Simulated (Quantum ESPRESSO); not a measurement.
# KCl (Fm-3m): a volume series of phonon spectra, part 2 of 8

Which modes of KCl drive its thermal expansion?

Experimental results on record:
- volume expansion coefficient 111.3 1e-6/K and heat capacity C_P per formula unit 51.7 J/mol/K near room temperature (given in “High-Throughput Prediction of Finite-Temperature Properties using the Quasi-Harmonic Approximation”, 2016, arXiv:1603.06924)
- volume expansion coefficient 114.9 1e-6/K near room temperature (given in “Descriptors for thermal expansion in solids”, 2017, arXiv:1701.03966)

Quantum ESPRESSO 7.5; DFT LDA, scalar-relativistic, plane waves, PseudoDojo norm-conserving pseudopotentials.

So far. Step 2 (Probe on a coarse mesh): The start is under -2.0 GPa at this level and looks like an insulator or semiconductor on this mesh.

### 3. Relaxation

Phonons are second derivatives about a minimum, so cell and atoms are relaxed first, inside the symmetry of the start.

relax.in reads:

```
&CONTROL
  calculation   = 'vc-relax'
  prefix        = 'x'
  outdir        = './tmp'
  pseudo_dir    = './pseudo'
  tprnfor       = .true.
  tstress       = .true.
  forc_conv_thr = 2.0d-05
  etot_conv_thr = 1.0d-07
  nstep         = 40
/
&SYSTEM
  ibrav       = 0
  nat         = 2
  ntyp        = 2
  ecutwfc     = 72.0
  occupations = 'fixed'
  nbnd        = 10
/
&ELECTRONS
  conv_thr         = 1.0d-11
  mixing_beta      = 0.7
  electron_maxstep = 100
/
&IONS
/
&CELL
  press_conv_thr = 0.1
/
ATOMIC_SPECIES
 K      39.0983  K.upf
 Cl     35.4500  Cl.upf
CELL_PARAMETERS angstrom
     0.000000000    3.146470000    3.146470000
     3.146470000    0.000000000    3.146470000
     3.146470000    3.146470000    0.000000000
ATOMIC_POSITIONS crystal
 K      0.000000000   0.000000000   0.000000000
 Cl     0.500000000   0.500000000   0.500000000
K_POINTS automatic
 6 6 6 0 0 0
```

Command:

```
> OMP_NUM_THREADS=1 mpirun -n 4 pw.x -nk 4 -in relax.in > relax.out
```

Output:

```text
[banner, memory and clock lines left out]
Program PWSCF v.7.5

     Message from routine setup:
     using ibrav=0 with symmetry is DISCOURAGED, use correct ibrav instead

     G-vector sticks info

     bravais-lattice index     =            0
     lattice parameter (alat)  =       8.4089  a.u.
     unit-cell volume          =     420.4336 (a.u.)^3
     number of atoms/cell      =            2
     number of atomic types    =            2
     number of electrons       =        16.00
     number of Kohn-Sham states=           10
     kinetic-energy cutoff     =      72.0000  Ry
     charge density cutoff     =     288.0000  Ry
     scf convergence threshold =      1.0E-11
     mixing beta               =       0.7000
     number of iterations used =            8  plain     mixing
     energy convergence thresh.=      1.0E-07
     force convergence thresh. =      2.0E-05
     press convergence thresh. =      1.0E-01
     Exchange-correlation= SLA  PW   NOGX NOGC
                           (   1   4   0   0   0   0   0)
     nstep                     =           40

     celldm(1)=   8.408867  celldm(2)=   0.000000  celldm(3)=   0.000000
     celldm(4)=   0.000000  celldm(5)=   0.000000  celldm(6)=   0.000000

     crystal axes: (cart. coord. in units of alat)
               a(1) = (   0.000000   0.707107   0.707107 )
               a(2) = (   0.707107   0.000000   0.707107 )
               a(3) = (   0.707107   0.707107   0.000000 )

     reciprocal axes: (cart. coord. in units 2 pi/alat)
               b(1) = ( -0.707107  0.707107  0.707107 )
               b(2) = (  0.707107 -0.707107  0.707107 )
               b(3) = (  0.707107  0.707107 -0.707107 )

     PseudoPot. # 1 for K  read from file:
     ./pseudo/K.upf
     Pseudo is Norm-conserving + core correction, Zval =  9.0
     Using radial grid of 2170 points,  6 beta functions with:
                l(1) =   0
                l(2) =   0
                l(3) =   1
                l(4) =   1
                l(5) =   2
                l(6) =   2

     PseudoPot. # 2 for Cl read from file:
     ./pseudo/Cl.upf
     Pseudo is Norm-conserving + core correction, Zval =  7.0
     Using radial grid of 1016 points,  6 beta functions with:
                l(1) =   0
                l(2) =   0
                l(3) =   1
                l(4) =   1
                l(5) =   2
                l(6) =   2

     atomic species   valence    mass     pseudopotential
     K                 9.00    39.09830     K ( 1.00)
     Cl                7.00    35.45000     Cl( 1.00)

     48 Sym. Ops., with inversion, found

   Cartesian axes

     site n.     atom                  positions (alat units)
         1        K      tau(   1) = (   0.0000000   0.0000000   0.0000000  )
         2        Cl     tau(   2) = (   0.7071068   0.7071068   0.7071068  )

     number of k points=    16
                       cart. coord. in units 2pi/alat
        k(    1) = (   0.0000000   0.0000000   0.0000000), wk =   0.0092593
        k(    2) = (   0.1178511   0.1178511  -0.1178511), wk =   0.0740741
        k(    3) = (   0.2357023   0.2357023  -0.2357023), wk =   0.0740741
        k(    4) = (  -0.3535534  -0.3535534   0.3535534), wk =   0.0370370
        k(    5) = (   0.2357023   0.0000000  -0.0000000), wk =   0.0555556
        k(    6) = (   0.3535534   0.1178511  -0.1178511), wk =   0.2222222
        k(    7) = (  -0.2357023  -0.4714045   0.4714045), wk =   0.2222222
        k(    8) = (  -0.1178511  -0.3535534   0.3535534), wk =   0.2222222
        k(    9) = (   0.0000000  -0.2357023   0.2357023), wk =   0.1111111
        k(   10) = (   0.4714045   0.0000000  -0.0000000), wk =   0.0555556
        k(   11) = (  -0.1178511  -0.5892557   0.5892557), wk =   0.2222222
        k(   12) = (  -0.0000000  -0.4714045   0.4714045), wk =   0.1111111
        k(   13) = (  -0.7071068   0.0000000   0.0000000), wk =   0.0277778
        k(   14) = (  -0.2357023  -0.4714045   0.7071068), wk =   0.2222222
        k(   15) = (  -0.1178511  -0.3535534   0.5892557), wk =   0.2222222
        k(   16) = (  -0.7071068   0.2357023   0.0000000), wk =   0.1111111

     Dense  grid:    34621 G-vectors     FFT dimensions: (  45,  45,  45)

     Initial potential from superposition of free atoms

     starting charge      15.9839, renormalised to      16.0000
     Starting wfcs are    9 randomized atomic wfcs +    1 random wfcs

     per-process dynamical memory:    25.4 Mb

     Self-consistent Calculation

     iteration #  1     ecut=    72.00 Ry     beta= 0.70
     Davidson diagonalization with overlap
     ethr =  1.00E-02,  avg # of iterations =  5.7

     Threshold (ethr) on eigenvalues was too large:
     Diagonalizing with lowered threshold

     Davidson diagonalization with overlap
     ethr =  4.13E-04,  avg # of iterations =  3.9

     total energy              =     -92.90644405 Ry
     estimated scf accuracy    <       0.06343122 Ry

     iteration #  2     ecut=    72.00 Ry     beta= 0.70
     Davidson diagonalization with overlap
     ethr =  3.96E-04,  avg # of iterations =  3.3

     total energy              =     -92.92515135 Ry
     estimated scf accuracy    <       0.02236968 Ry

     iteration #  3     ecut=    72.00 Ry     beta= 0.70
     Davidson diagonalization with overlap
     ethr =  1.40E-04,  avg # of iterations =  2.0

     total energy              =     -92.92999565 Ry
     estimated scf accuracy    <       0.00025060 Ry

     iteration #  4     ecut=    72.00 Ry     beta= 0.70
     Davidson diagonalization with overlap
     ethr =  1.57E-06,  avg # of iterations =  7.9

     total energy              =     -92.93009591 Ry
     estimated scf accuracy    <       0.00000843 Ry

     iteration #  5     ecut=    72.00 Ry     beta= 0.70
     Davidson diagonalization with overlap
     ethr =  5.27E-08,  avg # of iterations =  3.1

     total energy              =     -92.93009851 Ry
     estimated scf accuracy    <       0.00000047 Ry

     iteration #  6     ecut=    72.00 Ry     beta= 0.70
     Davidson diagonalization with overlap
     ethr =  2.91E-09,  avg # of iterations =  3.5

     total energy              =     -92.93009865 Ry
     estimated scf accuracy    <       0.00000011 Ry

     iteration #  7     ecut=    72.00 Ry     beta= 0.70
     Davidson diagonalization with overlap
     ethr =  6.64E-10,  avg # of iterations =  2.0

     total energy              =     -92.93009868 Ry
     estimated scf accuracy    <          4.7E-11 Ry

     iteration #  8     ecut=    72.00 Ry     beta= 0.70
     Davidson diagonalization with overlap
     ethr =  2.92E-13,  avg # of iterations =  7.6

[...]
crystal axes: (cart. coord. in units of alat)
               a(1) = (  -0.000000   0.682614   0.682614 )
               a(2) = (   0.682614  -0.000000   0.682614 )
               a(3) = (   0.682614   0.682614  -0.000000 )

     reciprocal axes: (cart. coord. in units 2 pi/alat)
               b(1) = ( -0.732478  0.732478  0.732478 )
               b(2) = (  0.732478 -0.732478  0.732478 )
               b(3) = (  0.732478  0.732478 -0.732478 )

     PseudoPot. # 1 for K  read from file:
     ./pseudo/K.upf
     Pseudo is Norm-conserving + core correction, Zval =  9.0
     Using radial grid of 2170 points,  6 beta functions with:
                l(1) =   0
                l(2) =   0
                l(3) =   1
                l(4) =   1
                l(5) =   2
                l(6) =   2

     PseudoPot. # 2 for Cl read from file:
     ./pseudo/Cl.upf
     Pseudo is Norm-conserving + core correction, Zval =  7.0
     Using radial grid of 1016 points,  6 beta functions with:
                l(1) =   0
                l(2) =   0
                l(3) =   1
                l(4) =   1
                l(5) =   2
                l(6) =   2

     atomic species   valence    mass     pseudopotential
     K                 9.00    39.09830     K ( 1.00)
     Cl                7.00    35.45000     Cl( 1.00)

     48 Sym. Ops., with inversion, found

   Cartesian axes

     site n.     atom                  positions (alat units)
         1        K      tau(   1) = (  -0.0000000   0.0000000   0.0000000  )
         2        Cl     tau(   2) = (   0.6826139   0.6826139   0.6826139  )

     number of k points=    16
                       cart. coord. in units 2pi/alat
[...]
k(    9) = (   0.0000000  -0.2441595   0.2441595), wk =   0.1111111
        k(   10) = (   0.4883190  -0.0000000   0.0000000), wk =   0.0555556
        k(   11) = (  -0.1220797  -0.6103987   0.6103987), wk =   0.2222222
        k(   12) = (   0.0000000  -0.4883190   0.4883190), wk =   0.1111111
        k(   13) = (  -0.7324785  -0.0000000   0.0000000), wk =   0.0277778
        k(   14) = (  -0.2441595  -0.4883190   0.7324785), wk =   0.2222222
        k(   15) = (  -0.1220797  -0.3662392   0.6103987), wk =   0.2222222
        k(   16) = (  -0.7324785   0.2441595  -0.0000000), wk =   0.1111111

     Dense  grid:    30923 G-vectors     FFT dimensions: (  45,  45,  45)

     Initial potential from superposition of free atoms

     starting charge      15.9839, renormalised to      16.0000
     Starting wfcs are    9 randomized atomic wfcs +    1 random wfcs

     per-process dynamical memory:    26.1 Mb

     Self-consistent Calculation

[...]
c_bands:  1 eigenvalues not converged
[...]
total energy              =     -92.93320645 Ry
[...]
iteration #  4     ecut=    72.00 Ry     beta= 0.70
     Davidson diagonalization with overlap
     ethr =  1.31E-06,  avg # of iterations =  4.3

     total energy              =     -92.93323477 Ry
     estimated scf accuracy    <       0.00000802 Ry

     iteration #  5     ecut=    72.00 Ry     beta= 0.70
     Davidson diagonalization with overlap
     ethr =  5.01E-08,  avg # of iterations =  3.9

     total energy              =     -92.93323895 Ry
     estimated scf accuracy    <       0.00000029 Ry

     iteration #  6     ecut=    72.00 Ry     beta= 0.70
     Davidson diagonalization with overlap
     ethr =  1.79E-09,  avg # of iterations =  3.2

     total energy              =     -92.93323902 Ry
     estimated scf accuracy    <       0.00000008 Ry

     iteration #  7     ecut=    72.00 Ry     beta= 0.70
     Davidson diagonalization with overlap
     ethr =  4.97E-10,  avg # of iterations =  2.0

     total energy              =     -92.93323903 Ry
     estimated scf accuracy    <          1.6E-09 Ry

     iteration #  8     ecut=    72.00 Ry     beta= 0.70
     Davidson diagonalization with overlap
     ethr =  9.70E-12,  avg # of iterations =  3.2

     total energy              =     -92.93323903 Ry
     estimated scf accuracy    <          1.0E-10 Ry

     iteration #  9     ecut=    72.00 Ry     beta= 0.70
     Davidson diagonalization with overlap
     ethr =  6.23E-13,  avg # of iterations =  3.2

     total energy              =     -92.93323903 Ry
     estimated scf accuracy    <          1.1E-12 Ry

     iteration # 10     ecut=    72.00 Ry     beta= 0.70
     Davidson diagonalization with overlap
     ethr =  1.00E-13,  avg # of iterations =  2.1

     total energy              =     -92.93323903 Ry
     estimated scf accuracy    <          1.8E-13 Ry

     iteration # 11     ecut=    72.00 Ry     beta= 0.70
     Davidson diagonalization with overlap
     ethr =  1.00E-13,  avg # of iterations =  1.0

     End of self-consistent calculation

          k = 0.0000 0.0000 0.0000 (  3839 PWs)   bands (ev):

[...]
k = 0.1221 0.1221-0.1221 (  3879 PWs)   bands (ev):

[...]
k = 0.2442 0.2442-0.2442 (  3897 PWs)   bands (ev):

[...]
k =-0.3662-0.3662 0.3662 (  3852 PWs)   bands (ev):

[...]
k = 0.2442-0.0000 0.0000 (  3899 PWs)   bands (ev):

[...]
k = 0.3662 0.1221-0.1221 (  3903 PWs)   bands (ev):

[...]
k =-0.2442-0.4883 0.4883 (  3896 PWs)   bands (ev):

[...]
k =-0.1221-0.3662 0.3662 (  3891 PWs)   bands (ev):

[...]
k = 0.0000-0.2442 0.2442 (  3889 PWs)   bands (ev):

   -25.2342 -10.9023  -8.9520  -8.9025  -8.7260   0.6049   1.1089   1.2099
     8.0900   9.0998

          k = 0.4883-0.0000 0.0000 (  3924 PWs)   bands (ev):

   -25.2263 -10.7843  -8.9716  -8.9716  -8.9094   0.5291   1.1954   1.1954
     7.8083   8.8480

          k =-0.1221-0.6104 0.6104 (  3914 PWs)   bands (ev):

   -25.2214 -10.7569  -9.0634  -8.9753  -8.8965   0.6027   0.9705   1.1031
     7.9589   9.8971

          k = 0.0000-0.4883 0.4883 (  3893 PWs)   bands (ev):

   -25.2212 -10.8438  -9.0700  -8.9483  -8.7656   0.5278   0.8202   0.9948
     8.8539   9.9986

          k =-0.7325-0.0000 0.0000 (  3892 PWs)   bands (ev):

   -25.2200 -10.6448  -9.1390  -8.9946  -8.9946   0.6445   1.1515   1.1515
     7.4471   9.8527

          k =-0.2442-0.4883 0.7325 (  3915 PWs)   bands (ev):

   -25.2244 -10.8615  -9.0043  -8.9610  -8.7642   0.4608   0.9919   1.0443
     8.5928   9.3116

          k =-0.1221-0.3662 0.6104 (  3916 PWs)   bands (ev):

   -25.2212 -10.8440  -9.0301  -9.0009  -8.7528   0.5165   0.8733   0.9524
     9.1750   9.4334

          k =-0.7325 0.2442-0.0000 (  3922 PWs)   bands (ev):

   -25.2198 -10.7430  -9.1029  -9.0307  -8.8337   0.7363   0.8638   0.9831
     8.3020  10.2731

     highest occupied, lowest unoccupied level (ev):     1.4050    6.5210

!    total energy              =     -92.93323903 Ry
     estimated scf accuracy    <          6.8E-15 Ry

     The total energy is the sum of the following terms:
     one-electron contribution =     -26.10182477 Ry
     hartree contribution      =      18.50538461 Ry
     xc contribution           =     -21.45724829 Ry
     ewald contribution        =     -63.87955058 Ry

     convergence has been achieved in  11 iterations

     Forces acting on atoms (cartesian axes, Ry/au):

     atom    1 type  1   force =     0.00000000   -0.00000000    0.00000000
     atom    2 type  2   force =    -0.00000000    0.00000000   -0.00000000

     Total force =     0.000000     Total SCF correction =     0.000000

     Computing stress (Cartesian axis) and pressure

          total   stress  (Ry/bohr**3)                   (kbar)     P=       -0.05
  -0.00000033  -0.00000000  -0.00000000           -0.05       -0.00       -0.00
  -0.00000000  -0.00000033  -0.00000000           -0.00       -0.05       -0.00
  -0.00000000  -0.00000000  -0.00000033           -0.00       -0.00       -0.05

     XML data file, charge density, pseudopotentials, collected wavefunctions
```

Elapsed: 15 s, on 4 MPI ranks of Intel Xeon 6975P-C (Granite Rapids), shared host.

Relaxation path:

```csv
step,energy less that of the first step (eV),largest force (eV/Å),volume (Å³)
1,0.0000,0.0000,62.30
2,-0.0074,0.0000,61.68
3,-0.0174,0.0000,60.75
4,-0.0295,0.0000,59.37
5,-0.0407,0.0000,57.34
6,-0.0428,0.0000,55.89
7,-0.0428,0.0000,56.06
8,-0.0428,0.0000,56.05
9,-0.0427,0.0000,56.05
```

```csv
"conventional cell, symmetrised",before,after,change
a (Å),6.293,6.075,-3.5 %
b (Å),6.293,6.075,-3.5 %
c (Å),6.293,6.075,-3.5 %
volume (Å³/atom),31.15,28.02,-10.0 %
```

The relaxed structure:

```
CELL_PARAMETERS angstrom
0.00000 3.03748 3.03748
3.03748 0.00000 3.03748
3.03748 3.03748 0.00000
ATOMIC_POSITIONS crystal
K 0.00000 0.00000 0.00000
Cl 0.50000 0.50000 0.50000
```

Numbers from this step:

| Item | Value |
| --- | --- |
| volume per atom | 28.02 Å³ |
| pressure | -0.005 GPa |
| gap on the k-mesh | 5.116 eV |

After the last step pw.x solved the final cell once more on a basis chosen for it, which moves the energy without moving the atoms.

[end of part 2 of 8]

[Logs are printed without paths, hosts, clocks, repeated set-up lines and the standing remarks that a program may print on its own settings, such as how far it seeks lower states.]

[Hosts, paths, dates, database ids (printed as entryN), source tags and the programs' standing remarks are cut or masked in the printed files.]

[A step with changed settings may run another functional than the one named; its input shows which.]

[Of the runs on displaced cells, only some may be shown.]
